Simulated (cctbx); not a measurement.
## Diagnosing a refinement

Cell a = 6.4780 Å, b = 6.7440 Å, c = 11.2900 Å, α = 90.00°, β = 124.40°, γ = 90.00°; space group P2_1/c (no. 14).

Simulated single-crystal data (cctbx): Ag Kα, λ = 0.56087 Å, to d = 0.75 Å, 80 % of the full sphere, strongest reflection 40000 counts, noise from counting, a 1.5 % proportional error and a noise floor of 2 counts (s.d.); no absorption.

An anisotropic refinement with weights 1/σ² prints:

```text
Rint 0.017, 1008 unique reflections to 0.75 A
cycle     R1     wR2    GooF  max shift (A)
   1  0.1174  0.2759  11.947   0.01964
   2  0.0130  0.0316   1.367   0.00004
final R1 0.0130 wR2 0.0316 GooF 1.367  parameters 48  data/parameter 21.0
atom        x        y        z      Ueq    occ   su(xyz)  su(Uiso or U11)
Ir1    0.50000  0.50000  0.00000   0.0352  1.000  0.00000  0.0001
Ti1    0.26509  0.94650  0.75396   0.0275  1.000  0.00009  0.0002
S1     0.64202  0.20305  0.94951   0.0235  1.000  0.00011  0.0002
S2     0.15348  0.52162  0.75141   0.0353  1.000  0.00015  0.0004
S3     0.74367  0.70399  0.94760   0.0636  1.000  0.00020  0.0005
Mg1    0.00000  0.00000  0.00000   0.0321  1.000  0.00000  0.0009
difference map: max 0.33 min -0.96 rms 0.10
Q1    0.4046  0.0112  0.4830    4    0.35  0.54 A from Ir1
Q2    0.4929  0.0429  0.4610    4    0.30  0.51 A from Ir1
Q3    0.0659  0.0767  0.4992    4    0.27  1.33 A from S3
Q4    0.1864  0.7118  0.2439    4    0.24  1.16 A from Ti1
Q5    0.3218  0.0918  0.8245    4    0.23  1.18 A from Ti1
Q6    0.0073  0.1948  0.5141    4    0.23  1.42 A from S3
```

**Question.** Can this result stand? If not, what is the likely fault?

Mend it. The fault: wrong element: Ti1 is Sc. Against the right model at the same level, R1 goes from 0.0092 to 0.0130 and GooF from 0.91 to 1.37 and a hole of -1.0 e/Å³ opens. Ti1 has 1 electron too many and its U swells to shed them, as expected (near an absorption edge f′ can widen the mismatch well beyond the difference in Z).

The compound is MgSc2IrS6. The right model at the same level gives:

```text
Rint 0.017, 1008 unique reflections to 0.75 A
cycle     R1     wR2    GooF  max shift (A)
   1  0.1192  0.2745  11.887   0.01901
   2  0.0092  0.0209   0.907   0.00003
final R1 0.0092 wR2 0.0209 GooF 0.907  parameters 48  data/parameter 21.0
atom        x        y        z      Ueq    occ   su(xyz)  su(Uiso or U11)
Ir1    0.50000  0.50000  0.00000   0.0355  1.000  0.00000  0.0001
Sc1    0.26511  0.94628  0.75395   0.0251  1.000  0.00006  0.0001
S1     0.64206  0.20304  0.94954   0.0237  1.000  0.00007  0.0002
S2     0.15348  0.52153  0.75141   0.0355  1.000  0.00010  0.0002
S3     0.74361  0.70417  0.94764   0.0640  1.000  0.00013  0.0003
Mg1    0.00000  0.00000  0.00000   0.0326  1.000  0.00000  0.0006
difference map: max 0.23 min -0.24 rms 0.07
Q1    0.0642  0.0762  0.4981    4    0.24  1.34 A from S3
Q2    0.3937  0.7440  0.2697    4    0.22  1.48 A from Sc1
Q3    0.4031  0.0913  0.6235    4    0.22  1.12 A from S3
Q4    0.1608  0.7240  0.2391    4    0.21  1.29 A from Sc1
Q5    0.1719  0.5684  0.0372    4    0.21  1.90 A from S3
Q6    0.4490  0.2404  0.4689    4    0.21  1.44 A from S1
```

This is a model crystal, built by substitution and not relaxed, with assumed displacement parameters.

[Middle refinement cycles are left out of these outputs.]

[Logs are printed without paths, hosts, clocks, repeated set-up lines and the standing remarks that a program may print on its own settings, such as how far it seeks lower states.]
